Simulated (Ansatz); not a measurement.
# PbSe (Clausthalite, Fm-3m): phonons and vibrational spectra

Aim: the phonons of PbSe (Clausthalite, Fm-3m) at a cell relaxed beforehand at this level.

Main program and level: Ansatz 0.2.0; DFT PBE, scalar-relativistic, plane waves, norm-conserving pseudopotentials.

In doubt: the program warns that the response may not be converged on this k-mesh (step 2), which bears on the force constants and all frequencies.

## 1. Starting point

Symmetry: Fm-3m, No. 225, cubic system. The conventional cell has a = 6.219 Å, b = 6.219 Å, c = 6.219 Å, α = 90.00°, β = 90.00°, γ = 90.00°. Nearest to Pb lie 6 Se at 3.11 Å. Nearest to Se lie 6 Pb at 3.11 Å. Farther neighbours and most contacts between anions are not listed.

## 2. Linear response at the zone centre

The cell comes from relaxations at this level that are not shown. The zone centre is the only wavevector solved here; it holds the modes that light can see, as far as symmetry allows. The response to a homogeneous field gives the Born charges and the dielectric tensor, and its change with displacement the Raman tensors.

The input, input.yaml:

```yaml
crystal:
  lattice:
    - [0.0, 3.1093061172, 3.1093061172]
    - [3.1093061172, 0.0, 3.1093061172]
    - [3.1093061172, 3.1093061172, 0.0]
  atoms:
    - { symbol: Pb, position: [0.0, 0.0, 0.0] }
    - { symbol: Se, position: [0.5, 0.5, 0.5] }
kpoints:
  mp_grid: { grid: [16, 16, 16] }
hamiltonian:
  xc: pbe
  pseudopotentials: { kind: nc }
scf:
  occupations: { method: fixed }
output:
  eigenvalues: true
phonons:
  method: dfpt
  dielectric: true
  rigid_motions: translations
  raman: true
```

Launch:

```bash
$ ansatz run input.yaml --threads 4 --pin off --max-ram 10240MiB --backend cpu --events-out ev --progress --plain --runs-dir out
```

Numbers of over 12 decimals in the logs are rounded to 6 here.

What it wrote:

```text
Engine: ansatz 0.2.0, x86_64-unknown-linux-gnu
Pseudopotentials: kind: nc
Pseudopotential: Pb, nc, valence charge 14, recommended cutoff 850 eV (normal), Pb.nc.azcp
Pseudopotential: Se, nc, valence charge 16, recommended cutoff 1170.089609 eV (normal), Se.nc.azcp
Functional definition: PBE
  parameter kappa = 0.804
  parameter beta = 0.066725
  exchange = pbe_x(kappa = kappa, mu = beta*pi^2/3)
  correlation = pbe_c(beta = beta)
Crystal: 2 atoms, lattice volume = 60.120 Å³
Basis set: ecut = 1170.089609 eV, 5577 PW (Γ), exchange–correlation on 100×100×100 points (8 copies of the dense FFT grid, shifted against one another)
Bands: 19, of which v1, the nominal top of the filled ones, is band 15 counted from 1 (14 counted from 0)
Symmetry: 48 space group operations
k-points: 349 of 4096 (irreducible under 8 space group operations, time reversal used)
Non-local potential: Pb, projectors of the file, l = 0: 3, l = 1: 3, l = 2: 2, l = 3: 1
Non-local potential: Se, projectors of the file, l = 0: 2, l = 1: 2, l = 2: 2
Initial density: superposition of atomic densities (chi_scale 0.1, normalization cell, long waves kept (reshape's long-wave potential 0.00 eV rms))
Initial wavefunctions: pseudopotential atomic-orbital guess
Functional: x = pbe(κ = 0.804, μ = 0.219515), c = pbe(β = 0.066725)
SCF iter   1: F=—  HF=-5554.924963 eV  |F-HF|=—  |Δ(HF+E_count)|=         —  Δρ=2.10e-2  dr2=4.09e-1  ethr=3.10e-3  ⟨swp⟩=8.1  Hψ=32909  notcnv=0  defer=607
preconditioner: auto → none  [insulator: Δε(μ)=0.618 eV  Ē_g=15.089 eV  n_scr=14 (ndim 8)  ℏωp=21.4 eV  f_vac=0.001  ε∞_Penn≈3.0]
SCF iter   2: F=—  HF=-5554.842167 eV  |F-HF|=—  |Δ(HF+E_count)|=   8.28e-2  Δρ=9.51e-3  dr2=5.23e-2  ethr=1.36e-3  ⟨swp⟩=5.5  Hψ=16257  notcnv=0  defer=653
SCF iter   3: F=—  HF=-5554.831565 eV  |F-HF|=—  |Δ(HF+E_count)|=   1.06e-2  Δρ=4.03e-3  dr2=1.07e-2  ethr=1.74e-4  ⟨swp⟩=6.3  Hψ=18591  notcnv=0  defer=679
SCF iter   4: F=—  HF=-5554.832363 eV  |F-HF|=—  |Δ(HF+E_count)|=   7.98e-4  Δρ=1.33e-3  dr2=9.40e-4  ethr=3.58e-5  ⟨swp⟩=4.0  Hψ=13074  notcnv=0  defer=679
SCF iter   5: F=—  HF=-5554.832556 eV  |F-HF|=—  |Δ(HF+E_count)|=   1.93e-4  Δρ=2.25e-4  dr2=3.05e-5  ethr=3.13e-6  ⟨swp⟩=4.2  Hψ=14375  notcnv=0  defer=680
SCF iter   6: F=—  HF=-5554.832484 eV  |F-HF|=—  |Δ(HF+E_count)|=   7.22e-5  Δρ=3.43e-5  dr2=2.88e-7  ethr=1.02e-7  ⟨swp⟩=4.0  Hψ=14819  notcnv=0  defer=675
SCF iter   7: F=—  HF=-5554.832484 eV  |F-HF|=—  |Δ(HF+E_count)|=   1.89e-8  Δρ=9.09e-6  dr2=2.01e-8  ethr=9.61e-10  ⟨swp⟩=4.7  Hψ=16945  notcnv=0  defer=678
SCF iter   8: F=—  HF=-5554.832484 eV  |F-HF|=—  |Δ(HF+E_count)|=   8.39e-9  Δρ=9.98e-7  dr2=2.45e-10  ethr=6.69e-11  ⟨swp⟩=3.8  Hψ=14853  notcnv=0  defer=686
SCF iter   9: F=-5554.832484 eV  HF=-5554.832484 eV  |F-HF|=1.82e-11  |Δ(HF+E_count)|=  1.66e-10  Δρ=2.23e-7  dr2=2.30e-11  ethr=1.00e-12  ⟨swp⟩=22.9  Hψ=82783  notcnv=0
SCF 1 converged in 9 iterations: F = -5554.832484 eV  dr2 = 2.30e-11
DFPT response loops at Γ: preconditioner auto → none (the input reference at scf.mixing.eps_inf says where Resta's filter doesn't serve); β = 0.50; Broyden in place of MSR1
── the response to a field inside a basis, on 16×16×16 k-points: an SCF that follows is theirs, and a resumed run solves both again ──
Bands: 16, of which v1, the nominal top of the filled ones, is band 15 counted from 1 (14 counted from 0)
k-points: 408
Initial density: handed on by an earlier stage of this run
Initial wavefunctions: pseudopotential atomic-orbital guess (no wavefunctions were taken with the density)
Eigensolver: Dense (408 Hₖ)
SCF iter   1: F=—  HF=-5554.824456 eV  |F-HF|=—  |Δ(HF+E_count)|=         —  Δρ=5.49e-5  dr2=3.15e-7  ethr=1.00e-1
preconditioner: auto → none  [insulator: Δε(μ)=0.460 eV  Ē_g=13.256 eV  n_scr=14 (ndim 8)  ℏωp=21.4 eV  f_vac=0.028  ε∞_Penn≈3.6]
SCF iter   2: F=—  HF=-5554.824457 eV  |F-HF|=—  |Δ(HF+E_count)|=   1.14e-6  Δρ=2.79e-5  dr2=8.52e-8  ethr=1.05e-9
SCF iter   3: F=—  HF=-5554.824458 eV  |F-HF|=—  |Δ(HF+E_count)|=   4.12e-7  Δρ=4.02e-6  dr2=2.20e-8  ethr=2.84e-10
SCF iter   4: F=—  HF=-5554.824458 eV  |F-HF|=—  |Δ(HF+E_count)|=   6.48e-9  Δρ=7.62e-7  dr2=1.08e-10  ethr=7.34e-11
SCF iter   5: F=-5554.824458 eV  HF=-5554.824458 eV  |F-HF|=6.37e-12  |Δ(HF+E_count)|=  1.75e-10  Δρ=1.51e-7  dr2=6.39e-12  ethr=1.00e-12
SCF 1 converged in 5 iterations: F = -5554.824458 eV  dr2 = 6.39e-12
DFPT response loops at Γ: mixed as the last ones told, above
DFPT response loops at Γ: mixed as the last ones told, above
WARN: field response: ε∞ stands inside a basis, on 16×16×16 points; the force constants stand on the 16×16×16 k-mesh, whose period is 13.64 times the interband length at k = (0.0000, 0.0000, -0.5000), direct gap 0.438 eV, under 14: take them and everything formed from them as unconverged, and compare with a denser kpoints.mp_grid
SCF converged after 9 iterations
Free energy (F): -5554.832484 eV
Harris-Foulkes:  -5554.832484 eV  (|F-HF|=1.82e-11)
Internal energy: -5554.832484 eV  (E = F + TS)
E sigma→0 (E₀):  -5554.832484 eV
Fermi energy:    8.685615 eV
--- Per-component energies (eV) ---
  E_band       = -430.177152
  E_kinetic    = 3108.711019
  E_local      = -3979.263508  (includes V_loc(G=0)·N_el)
  E_nonlocal   = -1559.701318
  E_hartree    = 1391.395390
  E_xc         = -1551.395645
  E_vxc        = -782.714086  (∫ρ·V_xc dr)
  E_ewald      = -2964.578421
  E_smearing   = -0.000000  (= −TS)
  E_closure    = 0.000000  (closes the sum)
  Σ components = -5554.832484   (vs F -5554.832484, Δ=0.00e0)
--- Band table (eV; the first three rows and the last of 349) ---
  k-point 0: bands = [... 11 lower, 2.3411, 7.0491, 7.0491, 7.0491, 13.3293, 13.3293, 13.3293, 15.3407]
  k-point 1: bands = [... 11 lower, 2.2530, 7.0585, 7.0585, 7.1103, 13.0086, 13.1487, 13.1487, 15.2683]
  k-point 2: bands = [... 11 lower, 2.0093, 7.0869, 7.0869, 7.2750, 12.3288, 12.7135, 12.7135, 15.1516]
  k-point 348: bands = [... 11 lower, 0.8686, 4.8360, 4.8360, 8.0132, 10.6475, 13.6307, 13.6307, 16.3679]
--- Phonons (Γ-DFPT): 2 representative perturbations + reference, on 349 of 4096 k-points (Σ response iterations 8) ---
  k mesh reduced under 8 symmetry operations, with k and −k counted as one. Each operation leaves every solved perturbation unchanged. A smaller set is not considered because the run solves the response to a homogeneous field
  ASR residual: 5.282e-4 → 0.000e0 eV/Å²; symmetrization residual: 6.399e-5 eV/Å²
  ASR residual per site (eV/Å²): 5.28e-4 3.27e-4
  Γ frequencies (cm⁻¹): 0.00 0.00 0.00 31.55 31.55 31.55
  ε∞ (high-frequency dielectric tensor):
       19.998339    -0.000000     0.000000
       -0.000000    19.998339    -0.000000
        0.000000    -0.000000    19.998339
  ε⁰ (static dielectric tensor: ions relaxed, cell fixed):
      351.307243     0.000000     0.000000
        0.000000   351.307243    -0.000000
        0.000000    -0.000000   351.307243
  ε⁰ − ε∞ (ionic part):
      331.308904     0.000000     0.000000
        0.000000   331.308904     0.000000
        0.000000     0.000000   331.308904
  softest optical mode at Γ: 31.55 cm⁻¹; the repairs (sum rule, projections) moved no ω² at Γ by more than (1.56 cm⁻¹)²
  Born effective charges Z* (e; rows j = field, columns β = displacement):
    site 0:
         4.80043    0.00000    0.00000
        -0.00000    4.80043    0.00000
         0.00000    0.00000    4.80043
    site 1:
        -4.80043   -0.00000   -0.00000
         0.00000   -4.80043   -0.00000
        -0.00000   -0.00000   -4.80043
  Z* charge neutrality: 3.302e-4 e pre-enforcement
  solved inside a basis spanned on kpoints, on 16×16×16 k-points transformed towards the longest dipole: ε∞ is read to err by 8.7e-2, Z* by 3.5e-2 e (field_mesh: kpoints solves on kpoints); Z* is corrected for what the basis lacks
  Raman tensors (in the event stream and the table raman_tensors.tsv): an entry may err by 2.3e-2 Å², one of the second-order susceptibility by 8.5e-18 pm/V (basis, points and sum rule); their sum over the sites missed zero by 8.364e-20 Å² ahead of its enforcement
  optical modes at Γ without the LO–TO term, one row a degenerate level:
      ω (cm⁻¹)  modes    IR ((D/Å)²/amu)  static Raman (Å⁴/amu)  depolarisation
         31.55      3            27.8940                 0.0000               —
  optical modes at Γ + LO–TO along q̂ = [1.0000, 0.0000, 0.0000]:
      ω (cm⁻¹)  modes    IR ((D/Å)²/amu)  static Raman (Å⁴/amu)  depolarisation
         31.55      2            18.5960                 0.0000               —
        132.25      1             9.2980                 0.0000               —
  optical modes at Γ + LO–TO along q̂ = [0.0000, 1.0000, 0.0000]:
      ω (cm⁻¹)  modes    IR ((D/Å)²/amu)  static Raman (Å⁴/amu)  depolarisation
         31.55      2            18.5960                 0.0000               —
        132.25      1             9.2980                 0.0000               —
  optical modes at Γ + LO–TO along q̂ = [0.0000, 0.0000, 1.0000]:
      ω (cm⁻¹)  modes    IR ((D/Å)²/amu)  static Raman (Å⁴/amu)  depolarisation
         31.55      2            18.5960                 0.0000               —
        132.25      1             9.2980                 0.0000               —
```

The job ended after 15 min (4 threads of Intel Xeon Platinum 8488C (Sapphire Rapids), shared host; peak memory 6.3 GiB; 57 min of CPU time).

Numbers from this step:

* gap on the k-mesh: 0.4382 eV
* volume per atom: 30.06 Å³
* sum-rule residual before enforcement: 5.28e-4 eV/Å²
* miss of the charge sum rule: 3.30e-4 e
* estimated error of the dielectric tensor: 0.08673
* estimated error of the Born charges: 0.03475 e
* point group: m-3m
* highest optical mode at the zone centre (no LO-TO term): 31.55 cm⁻¹
* lowest optical zone-centre mode: 31.55 cm⁻¹
* mean high-frequency dielectric constant: 20.00
* largest Born charge (third of the trace): 4.800 e
* mean static dielectric constant: 351.3
* top of the zone-centre spectrum with the field: 132.2 cm⁻¹

Without the LO-TO term. Patterns of degenerate modes are one choice out of their space. Modes at Γ, with each element's share of the kinetic energy:

| mode | frequency (cm⁻¹) | symmetry | Pb % | Se % |
| --- | --- | --- | --- | --- |
| 1 | 0.0 | acoustic | 72 | 28 |
| 2 | 0.0 | acoustic | 72 | 28 |
| 3 | 0.0 | acoustic | 72 | 28 |
| 4 | 31.6 | T1u | 28 | 72 |
| 5 | 31.6 | T1u | 28 | 72 |
| 6 | 31.6 | T1u | 28 | 72 |

Displacements in mode 6 (31.6 cm⁻¹), the largest set to 1:
```
Pb1  0.00  0.00 -0.38
Se2  0.00  0.00  1.00
```

Optical modes at the zone centre, without and with the macroscopic field of the longitudinal modes; each column is sorted by frequency, so a row need not hold one and the same mode. Modes with and without the field, by row:

| rank among optical modes | no field (cm⁻¹) | q along (1, 0, 0) (cm⁻¹) |
| --- | --- | --- |
| 1 | 31.6 | 31.6 |
| 2 | 31.6 | 31.6 |
| 3 | 31.6 | 132.2 |

Born charge (rows field, columns displacement) (e), principal values of the symmetric part by kind of site:

```
atom  atoms with these values    low  middle   high   mean
 Pb1                        1   4.80    4.80   4.80   4.80
 Se2                        1  -4.80   -4.80  -4.80  -4.80
```

In full for Pb1:

```
4.80 0.00 0.00
0.00 4.80 0.00
0.00 0.00 4.80
```

High-frequency dielectric tensor:

```
20.00  0.00  0.00
 0.00 20.00  0.00
 0.00  0.00 20.00
```

Static dielectric tensor (ions relaxed, fixed cell):

```
351.3   0.0   0.0
  0.0 351.3   0.0
  0.0   0.0 351.3
```

Transverse modes. Lines of the infrared spectrum (strongest = 100):

```
position (cm⁻¹)  label  relative intensity
             32    T1u                 100
```

Before it was imposed, the acoustic sum rule was missed by 5.3e-4 eV/Å² and the charge sum rule by 3.3e-4 e. Small misses are needed for a sound result but don't prove that mesh and cutoff are converged. The lowest optical mode is real, 31.6 cm⁻¹.

The log warns of the k mesh: “the force constants stand on the 16×16×16 k-mesh, whose period is 13.64 times the interband length at k = (0.0000, 0.0000, -0.5000), direct gap 0.438 eV, under 14: take them and everything formed from them as unconverged”.

## 3. Another isotope, element Pb, natural mass 207.2 amu

An isotope changes the mass and not the force constants, so no new electronic calculation is needed; the shifts show which modes move this element.

The same force constants with the mass of Pb changed from 207.200 to 203.973 u (phonopy, no LO-TO term). Both lists are sorted by frequency; levels can cross, so a row need not hold one and the same mode. Modes under 3 cm⁻¹ are left out. Isotope shifts, by row:

```csv
q,rank,natural mass (cm⁻¹),changed mass (cm⁻¹)
0 0 0,4,31.55,31.62
0 0 0,5,31.55,31.62
0 0 0,6,31.55,31.62
```

A mode of this element alone would shift by +0.79 %. The highest zone-centre frequency without the field goes from 31.6 to 31.6 cm⁻¹ (+0.2 %). The product of the frequency ratios over all optical modes at Γ is 1.007; the product rule, (m/m′)^(3k/2) (M′/M)^(3/2) with k = 1 such atoms and M the mass of the cell, gives 1.007.

## 4. Another isotope, element Se, natural mass 78.971 amu

The same for Se, from 78.97 to 81.92 u.

A mode of this element alone would shift by -1.81 %. The highest zone-centre frequency without the field goes from 31.6 to 31.1 cm⁻¹ (-1.3 %). The product of the frequency ratios over all optical modes at Γ is 0.962; the product rule, (m/m′)^(3k/2) (M′/M)^(3/2) with k = 1 such atoms and M the mass of the cell, gives 0.961.

## 5. Outcome

```json
{
  "space group (within 0.01 Å)": "Fm-3m",
  "volume per atom": "30.1 Å³",
  "gap on the k-mesh": "0.438 eV",
  "highest optical mode at the zone centre (no LO-TO term)": "31.6 cm⁻¹",
  "top of the zone-centre spectrum with the field": "132 cm⁻¹",
  "lowest optical zone-centre mode": "31.6 cm⁻¹",
  "mean high-frequency dielectric constant": "20.0",
  "mean static dielectric constant": "351",
  "largest Born charge (third of the trace)": "4.80 e",
  "imaginary modes at Γ (the only wavevector solved)": "none"
}
```

What this shows: The structure is stable against zone-centre distortions, since no mode there is imaginary; other wavevectors were not solved, so zone-boundary instabilities are untested. Without the field, the optical modes at Γ form one degenerate level at 32 cm⁻¹. No dispersion was computed. The highest mode in this list at Γ, 31.6 cm⁻¹, is mostly motion of Se (72 % of the kinetic energy). With the macroscopic field of the longitudinal modes the top of the zone-centre spectrum lies at 132 cm⁻¹, against 32 cm⁻¹ without it. Lattice motion raises the mean dielectric constant from 20.00 to 351.3. The strongest infrared line is at 32 cm⁻¹. No mode is Raman active to first order. With the field response the log warns that the k mesh is coarse for the force constants too, so the frequencies may not be converged. Spin-orbit coupling is left out, which can matter for the heavy elements here. These are harmonic frequencies at zero temperature: anharmonic shifts, linewidths and thermal expansion are left out.

[Logs are printed without paths, hosts, clocks, repeated set-up lines and the standing remarks that a program may print on its own settings, such as how far it seeks lower states.]

[Hosts, paths, dates, database ids (printed as entryN), source tags and the programs' standing remarks are cut or masked in the printed files.]
